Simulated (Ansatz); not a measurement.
# Decaying states in the gap of KCaIF2

Wanted: the relaxed cell of KCaIF2, its band edges and its decay constants. It is built by putting I for part of the F in the KCaF3 structure of space group Pm-3m, with the volume rescaled by atomic radii. The parent structure comes from the Materials Project.

Main program and level: Ansatz 0.2.0; LDA DFT, plane waves, PAW files, in the first sound run; inputs show where later runs differ.

The structure was built from a prototype and need not be the compound's stable phase.

## Step 1: The starting structure

The structure is tetragonal, space group P4/mmm (No. 123). The conventional cell has a = 4.797 Å, b = 4.797 Å, c = 4.797 Å, α = 90.00°, β = 90.00°, γ = 90.00°. K has 4 I at 3.39 Å and 8 F at 3.39 Å nearest. Nearest to Ca lie 4 F at 2.40 Å and 2 I at 2.40 Å. I has 2 Ca at 2.40 Å and 4 K at 3.39 Å nearest. Nearest to F lie 2 Ca at 2.40 Å and 4 K at 3.39 Å. It derives from KCaF3. I for part of the F in the KCaF3 structure of space group Pm-3m. Farther neighbours and most contacts between anions are not listed.

## Step 2: Cell and atoms at rest

The substituted atoms don't fit the parent's cell, so cell and atoms relax together. A small smearing keeps the run stable in case the gap closes on the way.

File input.yaml:

```yaml
crystal:
  lattice:
    - [4.797229459, 0.0, 0.0]
    - [0.0, 4.797229459, 0.0]
    - [0.0, 0.0, 4.797229459]
  atoms:
    - { symbol: K, position: [0.5, 0.5, 0.5] }
    - { symbol: Ca, position: [0.0, 0.0, 0.0] }
    - { symbol: I, position: [0.0, 0.5, 0.0] }
    - { symbol: F, position: [0.0, 0.0, 0.5] }
    - { symbol: F, position: [0.5, 0.0, 0.0] }
kpoints:
  mp_grid: { grid: [4, 4, 4] }
scf:
  occupations: { method: gaussian, width: 0.03 }
hamiltonian:
  xc: lda
output:
  forces: true
  stress: true
relax:
  f_tol: 0.02
  max_steps: 60
  cell: {}
```

Started as:

```
> ansatz run input.yaml --threads 2 --pin off --max-ram 4096MiB --backend cpu --events-out ev --progress --plain --runs-dir out
```

Numbers of over 12 decimals in the logs are rounded to 6 here.

Log:

```text
Engine: ansatz 0.2.0, x86_64-unknown-linux-gnu
Pseudopotentials: kind: paw
Pseudopotential: K, paw, valence charge 9, recommended cutoff 420 eV (normal), K.paw.azcp
Pseudopotential: Ca, paw, valence charge 10, recommended cutoff 420 eV (normal), Ca.paw.azcp
Pseudopotential: I, paw, valence charge 17, recommended cutoff 420 eV (normal), I.paw.azcp
Pseudopotential: F, paw, valence charge 7, recommended cutoff 420 eV (normal), F.paw.azcp
Functional definition: SPW92
  exchange = slater_x
  correlation = pw_c
Crystal: 5 atoms, lattice volume = 110.401 Å³
Basis set: ecut = 420 eV, 2109 PW (Γ)
Bands: 30, of which v1, the nominal top of the filled ones, is band 25 counted from 1 (24 counted from 0)
Symmetry: 16 space group operations
Space group: P4/mmm (ITA 123), of the structure as read, at distance tolerance 4.8e-5 Å
k-points: 18 of 64
Non-local potential: K, projectors of the file, l = 0: 3, l = 1: 2, l = 2: 2
Non-local potential: Ca, projectors of the file, l = 0: 3, l = 1: 2, l = 2: 2
Non-local potential: I, projectors of the file, l = 0: 2, l = 1: 2, l = 2: 2, l = 3: 2
Non-local potential: F, projectors of the file, l = 0: 2, l = 1: 2, l = 2: 1
PAW form: soft (Blöchl's): semilocal exchange-correlation on the pseudo side does not see the compensation charge
PAW frozen core: K, regenerated for the run's functional, and the local potential with it (the file was generated under x = pbe(κ = 0.804, μ = 0.219515), c = pbe(β = 0.066725))
PAW frozen core: Ca, regenerated for the run's functional, and the local potential with it (the file was generated under x = pbe(κ = 0.804, μ = 0.219515), c = pbe(β = 0.066725))
PAW frozen core: I, regenerated for the run's functional, and the local potential with it (the file was generated under x = pbe(κ = 0.804, μ = 0.219515), c = pbe(β = 0.066725))
PAW frozen core: F, regenerated for the run's functional, and the local potential with it (the file was generated under x = pbe(κ = 0.804, μ = 0.219515), c = pbe(β = 0.066725))
PAW one-centre angular grid: K, 110 points (default); XC on 64 Gauss nodes
PAW one-centre angular grid: Ca, 110 points (default); XC on 64 Gauss nodes
PAW one-centre angular grid: I, 590 points (default); XC on 64 Gauss nodes
PAW one-centre angular grid: F, 110 points (default); XC on 64 Gauss nodes
Initial density: superposition of atomic densities (neutral atoms: chi_scale 0, normalization atom), corrected by the library's trained network
Initial wavefunctions: pseudopotential atomic-orbital guess
Functional: x = slater, c = lda
SCF iter   1: F=—  HF=-12217.219457 eV  |F-HF|=—  |Δ(HF+E_count)|=         —  Δρ=1.32e-2  dr2=1.39e-1  ethr=1.77e-3  ⟨swp⟩=11.0  Hψ=3236  notcnv=0
preconditioner: auto → Resta (q_TF=auto, 2.391 Å⁻¹)  ε∞=3.0  [insulator: Δε(μ)=3.279 eV  Ē_g=14.981 eV  σ=0.030 eV  W_gap=1.00  n_scr=26 (ndim 8)  ℏωp=21.2 eV  f_vac=0.102  D(μ)=0.00/eV (n_scr^D=0)  ε∞_Penn≈3.0]
SCF iter   2: F=—  HF=-12217.186100 eV  |F-HF|=—  |Δ(HF+E_count)|=   3.34e-2  Δρ=5.29e-3  dr2=1.24e-2  ethr=2.78e-4  ⟨swp⟩=2.6  Hψ=1101  notcnv=0  defer=15
SCF iter   3: F=—  HF=-12217.182927 eV  |F-HF|=—  |Δ(HF+E_count)|=   3.17e-3  Δρ=1.92e-3  dr2=2.38e-3  ethr=2.49e-5  ⟨swp⟩=2.0  Hψ=927  notcnv=0  defer=18
SCF iter   4: F=—  HF=-12217.182441 eV  |F-HF|=—  |Δ(HF+E_count)|=   4.86e-4  Δρ=3.40e-4  dr2=9.07e-5  ethr=4.76e-6  ⟨swp⟩=2.2  Hψ=747  notcnv=0  defer=18
SCF iter   5: F=—  HF=-12217.182433 eV  |F-HF|=—  |Δ(HF+E_count)|=   7.89e-6  Δρ=7.23e-5  dr2=1.04e-5  ethr=1.81e-7  ⟨swp⟩=2.2  Hψ=867  notcnv=0  defer=18
SCF iter   6: F=—  HF=-12217.182434 eV  |F-HF|=—  |Δ(HF+E_count)|=   9.17e-7  Δρ=1.70e-5  dr2=5.20e-7  ethr=2.07e-8  ⟨swp⟩=2.0  Hψ=722  notcnv=0  defer=18
SCF iter   7: F=-12217.182434 eV  HF=-12217.182434 eV  |F-HF|=1.76e-10  |Δ(HF+E_count)|=   3.52e-8  Δρ=6.49e-6  dr2=6.68e-8  ethr=2.00e-10  ⟨swp⟩=5.0  Hψ=2119  notcnv=0
SCF 1 converged in 7 iterations: F = -12217.182434 eV  dr2 = 6.68e-8
  greatest PAW one-centre occupation: 1.000 electrons in one spin orbital (limit 2), on the I atom at site 2 (counted from 0), in its partial waves of l = 2
relax step   1: F+E_penalty+E_count = -12217.18243378 eV  Δ(F+E_penalty+E_count) = +0.000e0 eV  max|allowed force component| = 2.087e-29 eV/Å  Δτ_max = 0.0000 Å  P = +10.428 GPa  Ω = 110.401 Å³  (7 SCF iters, dr2 threshold 1.00e-7 eV, accepted)
Crystal: 5 atoms, lattice volume = 113.997 Å³
Basis set: ecut = 420 eV, 2209 PW (Γ)
Initial density: handed on by an earlier stage of this run
Initial wavefunctions: those handed on with the density
iter 1 solved again at ethr=1.35e-4 eV; its pass at ethr=3.10e-3 eV (dr2=6.75e-2 eV) is discarded
SCF iter   1: F=—  HF=-12218.436402 eV  |F-HF|=—  |Δ(HF+E_count)|=         —  Δρ=6.67e-3  dr2=6.95e-2  ethr=1.35e-4  ⟨swp⟩=1.8  Hψ=3542  notcnv=0
preconditioner: auto → Resta (q_TF=auto, 2.378 Å⁻¹)  ε∞=2.9  [insulator: Δε(μ)=3.826 eV  Ē_g=15.188 eV  σ=0.030 eV  W_gap=1.00  n_scr=26 (ndim 8)  ℏωp=20.9 eV  f_vac=0.097  D(μ)=0.00/eV (n_scr^D=0)  ε∞_Penn≈2.9]
SCF iter   2: F=—  HF=-12218.414654 eV  |F-HF|=—  |Δ(HF+E_count)|=   2.17e-2  Δρ=3.63e-3  dr2=1.35e-2  ethr=1.35e-4  ⟨swp⟩=3.1  Hψ=865  notcnv=0
SCF iter   3: F=—  HF=-12218.410127 eV  |F-HF|=—  |Δ(HF+E_count)|=   4.53e-3  Δρ=1.34e-3  dr2=3.14e-3  ethr=2.70e-5  ⟨swp⟩=2.4  Hψ=1096  notcnv=0  defer=14
SCF iter   4: F=—  HF=-12218.408954 eV  |F-HF|=—  |Δ(HF+E_count)|=   1.17e-3  Δρ=2.74e-4  dr2=6.54e-5  ethr=6.27e-6  ⟨swp⟩=2.1  Hψ=786  notcnv=0  defer=14
SCF iter   5: F=—  HF=-12218.408949 eV  |F-HF|=—  |Δ(HF+E_count)|=   5.58e-6  Δρ=5.57e-5  dr2=3.46e-6  ethr=1.31e-7  ⟨swp⟩=2.1  Hψ=878  notcnv=0  defer=14
SCF iter   6: F=-12218.408949 eV  HF=-12218.408950 eV  |F-HF|=5.95e-8  |Δ(HF+E_count)|=   9.15e-7  Δρ=1.22e-5  dr2=1.86e-7  ethr=1.00e-9  ⟨swp⟩=5.0  Hψ=2091  notcnv=0
SCF 2 converged in 6 iterations: F = -12218.408949 eV  dr2 = 1.86e-7
relax step   2: F+E_penalty+E_count = -12218.40894944 eV  Δ(F+E_penalty+E_count) = -1.227e0 eV  max|allowed force component| = 9.294e-30 eV/Å  Δτ_max = 0.0000 Å  P = +5.288 GPa  Ω = 113.997 Å³  energy of the carried Pulay correction = -7.359e-3 eV  (6 SCF iters, dr2 threshold 5.00e-7 eV, accepted)
Crystal: 5 atoms, lattice volume = 114.496 Å³
Basis set: ecut = 420 eV, 2241 PW (Γ)
iter 1 solved again at ethr=6.14e-5 eV; its pass at ethr=3.10e-3 eV (dr2=3.07e-2 eV) is discarded
SCF iter   1: F=—  HF=-12219.274355 eV  |F-HF|=—  |Δ(HF+E_count)|=         —  Δρ=4.74e-3  dr2=3.14e-2  ethr=6.14e-5  ⟨swp⟩=2.1  Hψ=3843  notcnv=0
[...]
relax step   3: F+E_penalty+E_count = -12219.26109178 eV  Δ(F+E_penalty+E_count) = -8.521e-1 eV  max|allowed force component| = 5.433e-30 eV/Å  Δτ_max = 0.0000 Å  P = +2.596 GPa  Ω = 114.496 Å³  energy of the carried Pulay correction = -8.636e-3 eV  (6 SCF iters, dr2 threshold 5.00e-7 eV, accepted)
[... from here on, the SCF cycles and remarks between the steps are left out ...]
relax step   4: F+E_penalty+E_count = -12219.76532549 eV  Δ(F+E_penalty+E_count) = -5.042e-1 eV  max|allowed force component| = 1.211e-29 eV/Å  Δτ_max = 0.0000 Å  P = +1.823 GPa  Ω = 112.753 Å³  energy of the carried Pulay correction = -5.582e-3 eV  (7 SCF iters, dr2 threshold 5.00e-7 eV, accepted)
relax step   5: F+E_penalty+E_count = -12219.88525149 eV  Δ(F+E_penalty+E_count) = -1.199e-1 eV  max|allowed force component| = 1.059e-29 eV/Å  Δτ_max = 0.0000 Å  P = -0.788 GPa  Ω = 116.828 Å³  energy of the carried Pulay correction = -1.369e-2 eV  (6 SCF iters, dr2 threshold 5.00e-7 eV, accepted)
relax step   6: F+E_penalty+E_count = -12219.90660440 eV  Δ(F+E_penalty+E_count) = -2.135e-2 eV  max|allowed force component| = 1.325e-29 eV/Å  Δτ_max = 0.0000 Å  P = +0.519 GPa  Ω = 113.753 Å³  energy of the carried Pulay correction = -7.877e-3 eV  (6 SCF iters, dr2 threshold 5.00e-7 eV, accepted)
relax step   7: F+E_penalty+E_count = -12219.90669263 eV  Δ(F+E_penalty+E_count) = -8.823e-5 eV  max|allowed force component| = 2.157e-29 eV/Å  Δτ_max = 0.0000 Å  P = -0.018 GPa  Ω = 114.824 Å³  energy of the carried Pulay correction = -9.943e-3 eV  (5 SCF iters, dr2 threshold 5.00e-7 eV, accepted)
relax step   8: F+E_penalty+E_count = -12220.10833228 eV  Δ(F+E_penalty+E_count) = -2.016e-1 eV  max|allowed force component| = 2.333e-29 eV/Å  Δτ_max = 0.0000 Å  P = +1.867 GPa  Ω = 114.824 Å³  stress off target by 4.96e0 GPa  SCF on the basis re-selected at this cell (its energy is not comparable with the rows above)  (8 SCF iters)
relax step   9: F+E_penalty+E_count = -12220.17678419 eV  Δ(F+E_penalty+E_count) = -6.845e-2 eV  max|allowed force component| = 1.590e-29 eV/Å  Δτ_max = 0.0000 Å  P = +0.707 GPa  Ω = 118.503 Å³  energy of the carried Pulay correction = -8.147e-3 eV  (6 SCF iters, dr2 threshold 5.00e-7 eV, accepted)
relax step  10: F+E_penalty+E_count = -12220.17444287 eV  Δ(F+E_penalty+E_count) = +2.341e-3 eV  max|allowed force component| = 3.185e-30 eV/Å  Δτ_max = 0.0000 Å  P = -0.522 GPa  Ω = 123.569 Å³  energy of the carried Pulay correction = -2.288e-2 eV  (6 SCF iters, dr2 threshold 5.00e-7 eV, accepted)
relax step  11: F+E_penalty+E_count = -12220.18608311 eV  Δ(F+E_penalty+E_count) = -1.164e-2 eV  max|allowed force component| = 7.470e-30 eV/Å  Δτ_max = 0.0000 Å  P = -0.039 GPa  Ω = 121.626 Å³  energy of the carried Pulay correction = -1.670e-2 eV  (6 SCF iters, dr2 threshold 5.00e-7 eV, accepted)
relax step  12: F+E_penalty+E_count = -12220.18663647 eV  Δ(F+E_penalty+E_count) = -5.534e-4 eV  max|allowed force component| = 1.925e-29 eV/Å  Δτ_max = 0.0000 Å  P = -0.002 GPa  Ω = 121.459 Å³  energy of the carried Pulay correction = -1.620e-2 eV  (5 SCF iters, dr2 threshold 2.50e-8 eV, accepted)
relax step  13: F+E_penalty+E_count = -12220.20974013 eV  Δ(F+E_penalty+E_count) = -2.310e-2 eV  max|allowed force component| = 2.461e-29 eV/Å  Δτ_max = 0.0000 Å  P = +0.113 GPa  Ω = 121.459 Å³  stress off target by 3.83e-1 GPa  SCF on the basis re-selected at this cell (its energy is not comparable with the rows above)  (7 SCF iters)
relax step  14: F+E_penalty+E_count = -12220.20958981 eV  Δ(F+E_penalty+E_count) = +1.503e-4 eV  max|allowed force component| = 2.505e-30 eV/Å  Δτ_max = 0.0000 Å  P = +0.020 GPa  Ω = 122.044 Å³  energy of the carried Pulay correction = -1.081e-3 eV  (5 SCF iters, dr2 threshold 3.66e-7 eV, accepted)
relax step  15: F+E_penalty+E_count = -12220.20941194 eV  Δ(F+E_penalty+E_count) = +1.779e-4 eV  max|allowed force component| = 9.506e-30 eV/Å  Δτ_max = 0.0000 Å  P = +0.001 GPa  Ω = 122.149 Å³  energy of the carried Pulay correction = -1.278e-3 eV  (5 SCF iters, dr2 threshold 7.04e-9 eV, accepted)
iter 1 solved again at ethr=2.75e-7 eV; its pass at ethr=3.10e-3 eV (dr2=1.38e-4 eV) is discarded
SCF iter   1: F=—  HF=-12220.210642 eV  |F-HF|=—  |Δ(HF+E_count)|=         —  Δρ=1.68e-4  dr2=1.09e-6  ethr=2.75e-7  ⟨swp⟩=3.1  Hψ=4660  notcnv=0
preconditioner: auto → Resta (q_TF=auto, 2.351 Å⁻¹)  ε∞=2.8  [insulator: Δε(μ)=4.714 eV  Ē_g=15.187 eV  σ=0.030 eV  W_gap=1.00  n_scr=28 (ndim 8)  ℏωp=20.2 eV  f_vac=0.135  D(μ)=0.00/eV (n_scr^D=0)  ε∞_Penn≈2.8]
SCF iter   2: F=—  HF=-12220.210681 eV  |F-HF|=—  |Δ(HF+E_count)|=   3.84e-5  Δρ=8.41e-5  dr2=3.04e-7  ethr=2.19e-9  ⟨swp⟩=2.2  Hψ=850  notcnv=0
SCF iter   3: F=—  HF=-12220.210693 eV  |F-HF|=—  |Δ(HF+E_count)|=   1.26e-5  Δρ=2.22e-5  dr2=8.78e-8  ethr=6.09e-10  ⟨swp⟩=2.0  Hψ=755  notcnv=0
SCF iter   4: F=—  HF=-12220.210694 eV  |F-HF|=—  |Δ(HF+E_count)|=   6.59e-7  Δρ=5.70e-7  dr2=2.31e-10  ethr=1.76e-10  ⟨swp⟩=2.0  Hψ=845  notcnv=0
SCF iter   5: F=-12220.210694 eV  HF=-12220.210694 eV  |F-HF|=1.82e-12  |Δ(HF+E_count)|=  1.51e-10  Δρ=1.03e-7  dr2=3.33e-11  ethr=1.00e-12  ⟨swp⟩=5.0  Hψ=2173  notcnv=0
SCF 16 converged in 5 iterations: F = -12220.210694 eV  dr2 = 3.33e-11
relax step  16: F+E_penalty+E_count = -12220.21069390 eV  Δ(F+E_penalty+E_count) = -1.282e-3 eV  max|allowed force component| = 8.835e-30 eV/Å  Δτ_max = 0.0000 Å  P = +0.006 GPa  Ω = 122.149 Å³  stress off target by 2.53e-2 GPa  SCF on the basis re-selected at this cell (its energy is not comparable with the rows above)  (5 SCF iters)
basis re-selected at this cell: Δ(F+E_penalty+E_count) = -1.282e-3 eV, ΔP = +0.005 GPa vs the last step (what re-selecting the basis moved, of the pressure what is left beyond the Pulay correction that the steps carried, after the strain that the cell walked since its last selection, with what the two solves' SCF thresholds leave and, on support functions, any second-order correction that the steps lacked; it is no m [...]
SCF converged after 5 iterations
Free energy (F): -12220.210694 eV
Harris-Foulkes:  -12220.210694 eV  (|F-HF|=1.82e-12)
Internal energy: -12220.210694 eV  (E = F + TS)
E sigma→0 (E₀):  -12220.210694 eV
Fermi energy:    5.138231 eV
--- Per-component energies (eV) ---
  E_band       = -720.139440
  E_kinetic    = 1134.113772
  E_local      = -4709.515548  (includes V_loc(G=0)·N_el)
  E_nonlocal   = 148.936690
  E_hartree    = 2012.428171
  E_xc         = -553.561449
  E_vxc        = -666.875010  (∫ρ·V_xc dr)
  E_paw        = -6594.705226  (= ΣΔE_a)
  E_vpaw       = -651.659736  (= ΣTr[D̂ρ^β])
  E_aug_tail   = 0.004030  (compensation charges beyond the density's cutoff)
  E_ewald      = -3659.459519
  E_core_change = 1.548384  (= ΣΔE_core)
  E_smearing   = -0.000000  (= −TS)
  E_closure    = -0.000000  (closes the sum)
  Σ components = -12220.210694   (vs F -12220.210694, Δ=0.00e0)
--- Forces (eV/Å), atoms counted from 1 ---
  atom   1  K      0.00000000     0.00000000     0.00000000
  atom   2  Ca     0.00000000     0.00000000     0.00000000
  atom   3  I      0.00000000    -0.00000000     0.00000000
  atom   4  F      0.00000000     0.00000000     0.00000000
  atom   5  F      0.00000000     0.00000000     0.00000000
  max |Σ_I F_I| component: 1.94e-29 eV/Å
--- Stress (GPa, compression-positive) ---
       -0.003814       0.000000       0.000000
       -0.000000       0.025253       0.000000
        0.000000      -0.000000      -0.003814
  P = ⅓ Tr σ = 0.0059 GPa (0.059 kbar)
--- Relaxed structure (13 steps of the walk, 13 accepted, 3 SCFs on fresh bases) ---
  F+E_penalty+E_count = -12220.21069390 eV   max|allowed force component| = 8.835e-30 eV/Å   (the final SCF, on the basis selected at the relaxed cell)
  cell:  # Å, volume = 122.1485 Å³
    - [4.460249, 0.0, 0]
    - [0.0, 6.140023, 0.0]
    - [0, 0.0, 4.460249]
  atoms:
    - { symbol: K, position: [0.5, 0.5, 0.5] }
    - { symbol: Ca, position: [0, 0.0, 0] }
    - { symbol: I, position: [0, 0.5, 0] }
    - { symbol: F, position: [0, 0.0, 0.5] }
    - { symbol: F, position: [0.5, 0.0, 0] }
```

Wall time 21 s (2 threads of Intel Xeon Platinum 8375C at 2.90GHz (Ice Lake), shared host); peak memory 0.47 GiB.

Step by step:

| step | energy less that of the first step (eV) | largest force component (eV/Å) | pressure (GPa) | volume (Å³) |
| --- | --- | --- | --- | --- |
| 1 | 0.0000 | 0.0000 | 10.43 | 110.40 |
| 2 | -1.2265 | 0.0000 | 5.29 | 114.00 |
| 3 | -2.0787 | 0.0000 | 2.60 | 114.50 |
| 4 | -2.5829 | 0.0000 | 1.82 | 112.75 |
| 5 | -2.7028 | 0.0000 | -0.79 | 116.83 |
| 6 | -2.7242 | 0.0000 | 0.52 | 113.75 |
| 7 | -2.7243 | 0.0000 | -0.02 | 114.82 |
| 8* | -2.9259 | 0.0000 | 1.87 | 114.82 |
| 9 | -2.9943 | 0.0000 | 0.71 | 118.50 |
| 10 | -2.9920 | 0.0000 | -0.52 | 123.57 |
| 11 | -3.0036 | 0.0000 | -0.04 | 121.63 |
| 12 | -3.0042 | 0.0000 | 0.00 | 121.46 |
| 13* | -3.0273 | 0.0000 | 0.11 | 121.46 |
| 14 | -3.0272 | 0.0000 | 0.02 | 122.04 |
| 15 | -3.0270 | 0.0000 | 0.00 | 122.15 |
| 16* | -3.0283 | 0.0000 | 0.01 | 122.15 |

Relaxation steps marked * repeat the geometry before them on a plane-wave basis chosen anew for their cell, so energy and pressure can jump there.

The run keeps the 16 symmetry operations that it works with, so distortions that break them were not tested.

| cell as run | before | after | change |
| --- | --- | --- | --- |
| a (Å) | 4.797 | 4.460 | -7.0 % |
| b (Å) | 4.797 | 6.140 | +28.0 % |
| c (Å) | 4.797 | 4.460 | -7.0 % |
| volume (Å³/atom) | 22.08 | 24.43 | +10.6 % |

Final coordinates:

```xyz
5
Lattice="4.4602 0.0000 0.0000 0.0000 6.1400 0.0000 0.0000 0.0000 4.4602" Properties=species:S:1:pos:R:3 pbc="T T T"
K     2.2301    3.0700    2.2301
Ca    0.0000    0.0000    0.0000
I     0.0000    3.0700    0.0000
F     0.0000    0.0000    2.2301
F     2.2301    0.0000    0.0000
```

This step gave:

```
free energy  : -12220.2107 eV
Fermi energy : 5.138 eV
pressure     : 0.005875 GPa
```

The largest force component on a free atom ends at 8.8e-30 eV/Å.

(Continued in part 2 of 2.)

[Logs are printed without paths, hosts, clocks, repeated set-up lines and the standing remarks that a program may print on its own settings, such as how far it seeks lower states.]

[Hosts, paths, dates, database ids (printed as entryN), source tags and the programs' standing remarks are cut or masked in the printed files.]
